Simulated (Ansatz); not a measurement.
**Na on Ir(111): change of the work function**

Wanted: Δφ(θ) for Na/Ir(111), starting from the fcc site.

Method: plane-wave DFT, PBE, Ansatz PAW, in Ansatz 0.2.0.

Report form: the programs' logs are mostly left out.

**1. The starting structure**

The cell holds 4 atoms: 4 Ir. Cell: a = 2.715 Å, b = 2.715 Å, c = 24.651 Å, α = 90.0°, β = 90.0°, γ = 60.0°. Vacuum lies along c.

**2. The clean slab**

The bare slab comes first, as the zero from which every change is counted. The two lowest layers are held at bulk places and the upper ones relax. The dipole correction removes the false field that a one-sided slab makes across the periodic vacuum, so each face gets a flat vacuum level of its own.

input.yaml reads:

```yaml
crystal:
  lattice:
    - [2.7152900398, 0.0, 0.0]
    - [1.3576450199, 2.3515101531, 0.0]
    - [0.0, 0.0, 24.6510751011]
  atoms:
    - { symbol: Ir, position: [0.0, 0.0, 0.3650956383] }
    - { symbol: Ir, position: [0.3333333333, 0.3333333333, 0.4550318794] }
    - { symbol: Ir, position: [0.6666666667, 0.6666666667, 0.5449681206] }
    - { symbol: Ir, position: [0.0, 0.0, 0.6349043617] }
kpoints:
  mp_grid: { grid: [12, 12, 1] }
hamiltonian:
  xc: pbe
scf:
  occupations: { method: fermi_dirac, width: 0.1 }
  convergence: { dr2_threshold: 1.0e-08 }
efield:
  axis: 3
  dipole_correction: true
  ramp_position: 0.97
  ramp_width: 0.06
relax:
  f_tol: 0.02
  max_steps: 60
  constraints: [{ sites: [0, 1] }]
output:
  write_potential: true
  write_density: true
  volumetric_format: npy
```

Run with:

```bash
> ansatz run input.yaml --threads 4 --pin off --max-ram 16384MiB --backend cpu --events-out ev --progress --plain --runs-dir out
```

Wall time 9.2 s (4 threads of Arm Neoverse V1, shared host); peak memory 0.47 GiB; 36 s of CPU time.

Relaxation path:

```csv
step,energy less that of the first step (eV),largest force component (eV/Å)
1,0.0000,0.1352
2,0.0012,0.2063
3,-0.0009,0.0028
```

Relaxation step 2 was tried and not accepted.

Forces are held to the 6 operations that the run works with; a distortion that breaks them can't arise in this run.

The atoms that moved most (Å):

```csv
atom,dx,dy,dz,length
Ir4,0.000,0.000,-0.016,0.016
```

Final coordinates:

```xyz
4
Lattice="2.7153 0.0000 0.0000 1.3576 2.3515 0.0000 0.0000 0.0000 24.6511" Properties=species:S:1:pos:R:3
Ir    0.0000    0.0000    9.0000
Ir    1.3576    0.7838   11.2170
Ir    2.7153    1.5677   13.4315
Ir    0.0000    0.0000   15.6353
```

This step gave:

```
energy at zero smearing   : -47739.4651 eV
work function, upper face : 5.486 eV
dipole along the normal   : 2.68e-4 e·Å
```

Running mean over 2.217 Å of the planar mean; the ramp of the sawtooth is left out. Table of electron's electrostatic potential energy less the Fermi level by z:

```csv
z (Å),electron's electrostatic potential energy less the Fermi level (eV)
3.5,5.49
4.0,5.49
4.5,5.49
5.0,5.49
5.5,5.47
6.0,5.42
6.5,5.19
7.0,4.28
7.5,0.793
8.0,-5.49
8.5,-10.8
9.0,-12.7
9.5,-13.1
10.0,-13.3
10.5,-13.4
11.0,-13.5
11.5,-13.6
12.0,-13.6
12.5,-13.6
13.0,-13.6
13.5,-13.6
14.0,-13.6
14.5,-13.5
15.0,-13.3
15.5,-12.9
16.0,-11.7
16.5,-7.22
17.0,-0.753
17.5,3.68
18.0,5.04
18.5,5.38
19.0,5.46
19.5,5.48
20.0,5.48
20.5,5.49
21.0,5.49
21.5,5.49
```

The relaxation took 3 steps and lowered the energy by 9.4e-4 eV; the largest force on the free atoms ends at 0.0028 eV/Å.

The work function of the upper face is 5.49 eV.

**3. The covered slab, k-mesh 4×4×1, coverage 0.111 ML**

System of this step: Na/Ir(111). The cell holds 37 atoms: 36 Ir and 1 Na. Cell: a = 8.146 Å, b = 8.146 Å, c = 27.381 Å, α = 90.0°, β = 90.0°, γ = 60.0°. Vacuum lies along c.

The clean slab as it ended is repeated in the plane and the adsorbate is set on one face; the cell's size fixes the coverage, and the k-mesh shrinks with it to keep the sampling density about even. Adsorbate and upper layers relax, since the dipole depends on the height.

input.yaml reads:

```yaml
crystal:
  lattice:
    - [8.1458701194, 0.0, 0.0]
    - [4.0729350597, 7.0545304593, 0.0]
    - [0.0, 0.0, 27.3814213347]
  atoms:
    - { symbol: Ir, position: [0.0, 0.0, 0.3286900227] }
    - { symbol: Ir, position: [0.1111111111, 0.1111111111, 0.4096582459] }
    - { symbol: Ir, position: [0.2222222222, 0.2222222222, 0.4905322118] }
    - { symbol: Ir, position: [0.0, 0.0, 0.5710179428] }
    - { symbol: Ir, position: [0.0, 0.3333333333, 0.3286900227] }
    - { symbol: Ir, position: [0.1111111111, 0.4444444444, 0.4096582459] }
    - { symbol: Ir, position: [0.2222222222, 0.5555555556, 0.4905322118] }
    - { symbol: Ir, position: [0.0, 0.3333333333, 0.5710179428] }
[... 25 atom lines left out ...]
    - { symbol: Ir, position: [0.7777777778, 0.7777777778, 0.4096582459] }
    - { symbol: Ir, position: [0.8888888889, 0.8888888889, 0.4905322118] }
    - { symbol: Ir, position: [0.6666666667, 0.6666666667, 0.5710179428] }
    - { symbol: Na, position: [0.1111111111, 0.1111111111, 0.6713099773] }
kpoints:
  mp_grid: { grid: [4, 4, 1] }
hamiltonian:
  xc: pbe
scf:
  occupations: { method: fermi_dirac, width: 0.1 }
  convergence: { dr2_threshold: 1.0e-08 }
efield:
  axis: 3
  dipole_correction: true
  ramp_position: 0.97
  ramp_width: 0.06
relax:
  f_tol: 0.02
  max_steps: 60
  constraints:
    - { sites: [0, 1, 4, 5, 8, 9, 12, 13, 16, 17, 20, 21, 24, 25, 28, 29, 32, 33] }
output:
  write_potential: true
  write_density: true
  volumetric_format: npy
```

Elapsed: 8.4 min, on 4 threads; peak memory 9.8 GiB; 25 min of CPU time.

Step by step:

```csv
step,energy less that of the first step (eV),largest force component (eV/Å)
1,0.0000,0.5846
2,-0.0490,0.3302
3,-0.0701,0.0967
4,-0.0719,0.0133
```

The run keeps the 6 symmetry operations that it works with, so distortions that break them were not tested.

The atoms that moved most (Å):

```csv
atom,dx,dy,dz,length
Na37,0.000,0.000,-0.206,0.206
Ir8,0.000,0.016,0.006,0.017
Ir4,-0.014,-0.008,0.006,0.017
Ir16,0.014,-0.008,0.006,0.017
Ir20,-0.001,0.000,0.011,0.011
Ir24,0.000,0.001,0.011,0.011
Ir32,0.001,0.000,0.011,0.011
Ir19,-0.001,-0.001,0.006,0.006
```

Final coordinates:

```
Ir Na
1.0
     8.14587    0.00000    0.00000
     4.07294    7.05453    0.00000
     0.00000    0.00000   27.38142
Ir Na
36 1
Cartesian
  0.0000 0.0000 9.0000
  1.3576 0.7838 11.2170
  2.7137 1.5668 13.4361
  -0.0136 -0.0079 15.6408
  1.3576 2.3515 9.0000
  2.7153 3.1353 11.2170
  4.0742 3.9185 13.4375
  1.3576 2.3672 15.6408
  2.7153 4.7030 9.0000
  4.0729 5.4869 11.2170
  5.4306 6.2725 13.4361
  2.7154 4.7030 15.6403
  2.7153 0.0000 9.0000
  4.0729 0.7838 11.2170
  5.4306 1.5691 13.4375
  2.7289 -0.0079 15.6408
  4.0729 2.3515 9.0000
  5.4306 3.1353 11.2170
  6.7870 3.9185 13.4375
  4.0723 2.3511 15.6464
  5.4306 4.7030 9.0000
  6.7882 5.4869 11.2170
  8.1464 6.2704 13.4324
  5.4306 4.7038 15.6464
  5.4306 0.0000 9.0000
  6.7882 0.7838 11.2170
  8.1474 1.5668 13.4361
  5.4306 0.0001 15.6403
  6.7882 2.3515 9.0000
  8.1459 3.1353 11.2170
  9.5035 3.9198 13.4324
  6.7889 2.3511 15.6464
  8.1459 4.7030 9.0000
  9.5035 5.4869 11.2170
  10.8606 6.2704 13.4324
  8.1458 4.7030 15.6403
  1.3576 0.7838 18.1752
```

This step gave:

```
energy at zero smearing        : -431142.9396 eV
work function, upper face      : 2.931 eV
work function, lower face      : 5.505 eV
dipole along the normal        : 0.8173 e·Å
step between the vacuum levels : -2.574 eV
```

Running mean over 2.217 Å of the planar mean; the ramp of the sawtooth is left out. Table of electron's electrostatic potential energy less the Fermi level by z:

z (Å), electron's electrostatic potential energy less the Fermi level (eV) and a bar from the least value:
```
      3.5        5.5 ##############################
      4.0        5.5 ##############################
      4.5        5.5 ##############################
      5.0        5.5 ##############################
      5.5        5.5 ##############################
      6.0        5.4 ##############################
      6.5        5.2 ##############################
      7.0        4.3 ############################
      7.5        0.8 #######################
      8.0       -5.5 #############
      8.5      -10.8 ####
      9.0      -12.7 #
      9.5      -13.1 #
     10.0      -13.3 
     10.5      -13.4 
     11.0      -13.5 
     11.5      -13.6 
     12.0      -13.5 
     12.5      -13.5 
     13.0      -13.6 
     13.5      -13.6 
     14.0      -13.5 
     14.5      -13.5 
     15.0      -13.3 
     15.5      -13.0 #
     16.0      -11.8 ###
     16.5       -7.6 #########
     17.0       -1.7 ###################
     17.5        2.1 #########################
     18.0        2.9 ##########################
     18.5        2.8 ##########################
     19.0        2.7 ##########################
     19.5        2.8 ##########################
     20.0        2.9 ##########################
     20.5        2.9 ##########################
     21.0        2.9 ##########################
     21.5        2.9 ##########################
     22.0        2.9 ##########################
     22.5        2.9 ##########################
     23.0        2.9 ##########################
     23.5        2.9 ##########################
     24.0        2.9 ##########################
```

The relaxation took 4 steps and lowered the energy by 0.072 eV; the largest force on the free atoms ends at 0.013 eV/Å.

The covered face has 2.93 eV, -2.56 eV against the clean one; the bare back face has moved by +0.01 eV, a measure of how thin the slab is.

**4. Adsorbate added, k-mesh 6×6×1, coverage 0.25 ML**

System of this step: Na/Ir(111). The cell holds 17 atoms: 16 Ir and 1 Na. Its edges and angles: a = 5.431 Å, b = 5.431 Å, c = 27.381 Å, α = 90.0°, β = 90.0°, γ = 60.0°. Vacuum lies along c.

Another coverage, to see how the dipoles act on each other as their distance changes.

input.yaml reads:

```yaml
crystal:
  lattice:
    - [5.4305800796, 0.0, 0.0]
    - [2.7152900398, 4.7030203062, 0.0]
    - [0.0, 0.0, 27.3814213347]
  atoms:
    - { symbol: Ir, position: [0.0, 0.0, 0.3286900227] }
    - { symbol: Ir, position: [0.1666666667, 0.1666666667, 0.4096582459] }
    - { symbol: Ir, position: [0.3333333333, 0.3333333333, 0.4905322118] }
    - { symbol: Ir, position: [0.0, 0.0, 0.5710179428] }
    - { symbol: Ir, position: [0.0, 0.5, 0.3286900227] }
    - { symbol: Ir, position: [0.1666666667, 0.6666666667, 0.4096582459] }
    - { symbol: Ir, position: [0.3333333333, 0.8333333333, 0.4905322118] }
    - { symbol: Ir, position: [0.0, 0.5, 0.5710179428] }
    - { symbol: Ir, position: [0.5, 0.0, 0.3286900227] }
    - { symbol: Ir, position: [0.6666666667, 0.1666666667, 0.4096582459] }
    - { symbol: Ir, position: [0.8333333333, 0.3333333333, 0.4905322118] }
    - { symbol: Ir, position: [0.5, 0.0, 0.5710179428] }
    - { symbol: Ir, position: [0.5, 0.5, 0.3286900227] }
    - { symbol: Ir, position: [0.6666666667, 0.6666666667, 0.4096582459] }
    - { symbol: Ir, position: [0.8333333333, 0.8333333333, 0.4905322118] }
    - { symbol: Ir, position: [0.5, 0.5, 0.5710179428] }
    - { symbol: Na, position: [0.1666666667, 0.1666666667, 0.6713099773] }
kpoints:
  mp_grid: { grid: [6, 6, 1] }
hamiltonian:
  xc: pbe
scf:
  occupations: { method: fermi_dirac, width: 0.1 }
  convergence: { dr2_threshold: 1.0e-08 }
efield:
  axis: 3
  dipole_correction: true
  ramp_position: 0.97
  ramp_width: 0.06
relax:
  f_tol: 0.02
  max_steps: 60
  constraints: [{ sites: [0, 1, 4, 5, 8, 9, 12, 13] }]
output:
  dos: { projected: true, e_range: [-8, 4] }
  write_potential: true
  write_density: true
  volumetric_format: npy
  elf: true
```

The job ended after 2.3 min (4 threads; peak memory 2.8 GiB; 8.9 min of CPU time).

The steps of the relaxation:

```csv
step,energy less that of the first step (eV),largest force component (eV/Å)
1,0.0000,0.6616
2,-0.0715,0.4670
3,-0.1136,0.1041
4,-0.1151,0.0284
5,-0.1152,0.0013
```

The run keeps the 6 symmetry operations that it works with, so distortions that break them were not tested.

The atoms that moved most (Å):

```csv
atom,dx,dy,dz,length
Na17,0.000,0.000,-0.276,0.276
Ir16,0.000,0.000,0.037,0.037
Ir4,-0.015,-0.009,0.006,0.019
Ir12,0.015,-0.009,0.006,0.019
Ir8,0.000,0.018,0.006,0.019
Ir7,0.000,-0.001,0.014,0.014
Ir11,-0.001,0.000,0.014,0.014
Ir3,0.001,0.000,0.014,0.014
```

Final coordinates:

```cif
data_structure
_symmetry_space_group_name_H-M 'P 1'
_symmetry_Int_Tables_number 1
_cell_length_a 5.4306
_cell_length_b 5.4306
_cell_length_c 27.3814
_cell_angle_alpha 90.000
_cell_angle_beta 90.000
_cell_angle_gamma 60.000
_cell_volume 699.33
loop_
_atom_site_label
_atom_site_type_symbol
_atom_site_fract_x
_atom_site_fract_y
_atom_site_fract_z
_atom_site_occupancy
Ir1 Ir 0.00000 0.00000 0.32869 1
Ir2 Ir 0.16667 0.16667 0.40966 1
Ir3 Ir 0.33344 0.33344 0.49105 1
Ir4 Ir 0.99812 0.99812 0.57124 1
Ir5 Ir 0.00000 0.50000 0.32869 1
Ir6 Ir 0.16667 0.66667 0.40966 1
Ir7 Ir 0.33344 0.83313 0.49105 1
Ir8 Ir 0.99812 0.50376 0.57124 1
Ir9 Ir 0.50000 0.00000 0.32869 1
Ir10 Ir 0.66667 0.16667 0.40966 1
Ir11 Ir 0.83313 0.33344 0.49105 1
Ir12 Ir 0.50376 0.99812 0.57124 1
Ir13 Ir 0.50000 0.50000 0.32869 1
Ir14 Ir 0.66667 0.66667 0.40966 1
Ir15 Ir 0.83333 0.83333 0.49010 1
Ir16 Ir 0.50000 0.50000 0.57237 1
Na17 Na 0.16667 0.16667 0.66122 1
```

This step gave:

```yaml
energy_at_zero_smearing: -192445.3062 eV
work_function_upper_face: 1.506 eV
work_function_lower_face: 5.515 eV
dipole_along_the_normal: 0.5659 e·Å
step_between_the_vacuum_levels: -4.009 eV
```

Running mean over 2.217 Å of the planar mean; the ramp of the sawtooth is left out. The electron's electrostatic potential energy less the Fermi level by z:

```csv
z (Å),electron's electrostatic potential energy less the Fermi level (eV)
4,5.51
5,5.51
6,5.44
7,4.29
8,-5.50
9,-12.7
10,-13.3
11,-13.5
12,-13.5
13,-13.5
14,-13.5
15,-13.3
16,-11.9
17,-2.71
18,0.878
19,0.541
20,1.33
21,1.46
22,1.49
23,1.50
24,1.51
```

The density of states has structure finer than the step of the table below, so its rows give means over 0.5 eV, whole bins alone (the curve runs from -8 to 1.98 eV). Peaks (eV: height): -3.88: 41.7, -3.43: 40.4, -3.10: 44.6, -2.14: 69.4, 0.21: 35.0, 0.42: 35.7, 1.20: 35.7.

Table of density of states by energy, zero at the Fermi level; means over each step:

```csv
energy (eV),density of states (states/eV a cell)
-7.5,9.17
-7.0,12.9
-6.5,18.3
-6.0,17.1
-5.5,15.3
-5.0,14.6
-4.5,14.1
-4.0,21.6
-3.5,27.6
-3.0,25.9
-2.5,15.5
-2.0,23.9
-1.5,13.8
-1.0,21.5
-0.5,19.2
0.0,17.3
0.5,21.8
1.0,19.6
1.5,8.25
```

Projected DOS per atom over height of the atomic layer and energy from the Fermi level. Layers: Ir4 Ir4 Ir4 Ir4 Na from below.

Values in states/eV, 22 rows by 5 columns, each cell a mean:
```
0.30 0.19 0.19 0.29 0.18
0.77 0.74 0.75 0.78 0.80
1.00 1.43 1.43 0.97 0.78
1.44 1.41 1.34 1.26 0.46
1.18 0.79 0.79 1.21 0.23
1.38 1.03 0.95 1.37 0.11
1.61 1.01 1.07 1.55 0.12
1.19 0.78 0.82 1.05 0.10
1.57 1.09 1.13 1.32 0.27
1.20 0.75 0.73 1.30 0.24
1.58 0.86 0.89 1.53 0.10
2.20 1.54 1.55 2.36 0.08
1.49 1.57 1.54 1.61 0.04
1.01 1.19 1.19 1.11 0.02
0.83 1.16 1.14 0.85 0.01
0.85 0.97 0.96 0.89 0.00
0.90 0.94 0.92 0.93 0.00
0.89 1.18 1.14 0.84 0.01
0.90 1.46 1.47 0.97 0.01
0.46 1.27 1.30 0.49 0.01
0.35 0.99 1.00 0.36 0.01
0.15 0.37 0.40 0.18 0.01
```
Columns: height of the atomic layer (Å) from 9 to 18.1 (not evenly spaced); rows upwards: energy from the Fermi level (eV) from -7.96 to 1.95.

Valence density in the ca plane at fractional y = 0.167, with atoms of Ir and Na within 0.2 Å of it. It is the smooth field of the valence electrons, not physical close to the nuclei.

Values in e/Å³, 8 rows by 16 columns, each cell a mean:
```
 2  0  0  0  2  1  1  1  0  0  0  0  0  0  0  0
 1  1  3  1  1  0  1  1  0  0  0  0  0  0  0  0
 0  1  8  2  0  0  0  0  0  0  0  0  0  0  0  0
 1  1  3  1  1  0  1  0  0  0  0  0  0  0  0  0
 2  0  0  0  2  1  1  1  0  0  0  0  0  0  0  0
 1  1  3  1  1  0  1  0  0  1  0  0  0  0  0  0
 0  1  8  2  0  0  0  0  1 11  0  0  0  0  0  0
 1  1  3  1  1  0  1  0  0  2  0  0  0  0  0  0
```
Columns run along c (16.0 Å, from fractional 0.32 to 0.91 of the cell), rows up along a (5.4 Å). Atoms in or near the plane, at fractional coordinates: Ir at (0.41, 0.17), Ir at (0.41, 0.67), Na at (0.66, 0.17).

ELF in the ca plane at fractional y = 0.167, with atoms of Ir and Na within 0.2 Å of it. It is the smooth field of the valence electrons, not physical close to the nuclei.

Ten even steps from '0' (0.00) to '9' (0.65), each cell a mean:
```
66444444444576445466544310000001000000000000
66444444444566445466544431000000000000000000
44444577544445434344444432111000000000000000
44445999844444333345544322110000000000000000
54445977954444322345554322110000000000000000
44444999844444333344444322110000000000000000
54444576544445444445444432111000000000000000
66444444444576445466544421000000000000000000
66444444444566445456544300000001000000000000
44444577544445434344444126630000100000000000
44445999844444332345552178882000110000000000
54445977954444322345552285593000110000000000
44444999844444333344552168882000110000000000
54444576544445444445444114520000100000000000
```
Columns run along c (16.0 Å, from fractional 0.32 to 0.91 of the cell), rows up along a (5.4 Å). Atoms in or near the plane, at fractional coordinates: Ir at (0.41, 0.17), Ir at (0.41, 0.67), Na at (0.66, 0.17).

Electrostatic potential energy in the ca plane at fractional y = 0.167, with atoms of Ir and Na within 0.2 Å of it. With pseudopotentials it is smooth inside the atoms' cores, unlike the true potential.

Ten even steps from '0' (-50 eV) to '9' (10 eV), each cell a mean:
```
44789888898644688744689999999999999999999999
44789888898644688754689999999999999999999999
77888533689877899877899999999999999999999999
88986100169988999999999999999999999999999999
99985000058999999999999999999999999999999999
88986100279988999988999999999999999999999999
66888644689866899866899999999999999999999999
44789888898644688744689999999999999999999999
44789888898644688754689999999999999999999999
77888533689877899877899987789999999999999999
88986100169988999999999851168999999999999999
99985000058999999999999830048999999999999999
88986100279988999988999862268999999999999999
66888644689866899876899988889999999999999999
```
Columns run along c (16.0 Å, from fractional 0.32 to 0.91 of the cell; values clipped at the 3rd and 97th percentile), rows up along a (5.4 Å). Atoms in or near the plane, at fractional coordinates: Ir at (0.41, 0.17), Ir at (0.41, 0.67), Na at (0.66, 0.17).

The relaxation took 5 steps and lowered the energy by 0.12 eV; the largest force on the free atoms ends at 0.0013 eV/Å.

By hand: a sheet of dipoles makes a step −p/(ε₀A) in the electron's potential. With e/ε₀ = 180.95 V·Å, p = 0.5659 e·Å and A = 25.54 Å², that is −180.95 × (0.5659) / 25.54 = -4.009 eV, and the two vacuum levels of the run differ by -4.009 eV.

The covered face has 1.51 eV, -3.98 eV against the clean one; the bare back face has moved by +0.02 eV, a measure of how thin the slab is.

**5. Work function against coverage**

This step: plane-wave DFT, PBE, Ansatz PAW; work function against coverage (Ansatz 0.2.0).

The runs are now put side by side.

Numbers from this step:

```
work function of the clean face     : 5.486 eV
largest change of the work function : -3.981 eV
```

Work function of the covered face against coverage:

```csv
coverage (adsorbates/nm²),work function of the covered face (eV)
0.00,5.49
1.74,2.93
3.92,1.51
```

The dipole per adsorbate comes from the change of the cell's dipole. Coverage, by row:

```csv
coverage (1/nm²),coverage (ML),work function (eV),change (eV),"dipole per adsorbate, positive end outwards (debye)",mean height of the added atoms over the highest substrate atom (Å)
1.74,0.1111,2.931,-2.555,3.914,2.529
3.915,0.25,1.506,-3.981,2.713,2.433
```

**6. Outcome**

```yaml
work_function_of_the_clean_face: 5.49 eV
work_function_at_0p11_ml: 2.93 eV
work_function_at_0p25_ml: 1.51 eV
dipole_per_adsorbate_at_0p11_ml_positive_end_outwards: 3.91 D
```

In words: Na lowers the work function of Ir(111) at the lowest coverage, by 2.56 eV: the adsorbate layer has its positive end outwards. The slab has 4 layers, at the tabulated experimental lattice constant, one starting site was run, and quantum-size effects of a slab this thin can reach one or two tenths of an eV.

[Logs are printed without paths, hosts, clocks, repeated set-up lines and the standing remarks that a program may print on its own settings, such as how far it seeks lower states.]

[Hosts, paths, dates, database ids (printed as entryN), source tags and the programs' standing remarks are cut or masked in the printed files.]

[Maps of the electrostatic potential energy from Ansatz leave out the sawtooth potential of an applied field or a dipole correction, so their vacuum need not be flat; planar profiles and work functions include it.]

[The density of states shown here was stored with 400 of the rows of the run's finer table, so its peaks can read low, often by over a quarter, or be missed, and its means over a window can be off by a tenth or more.]
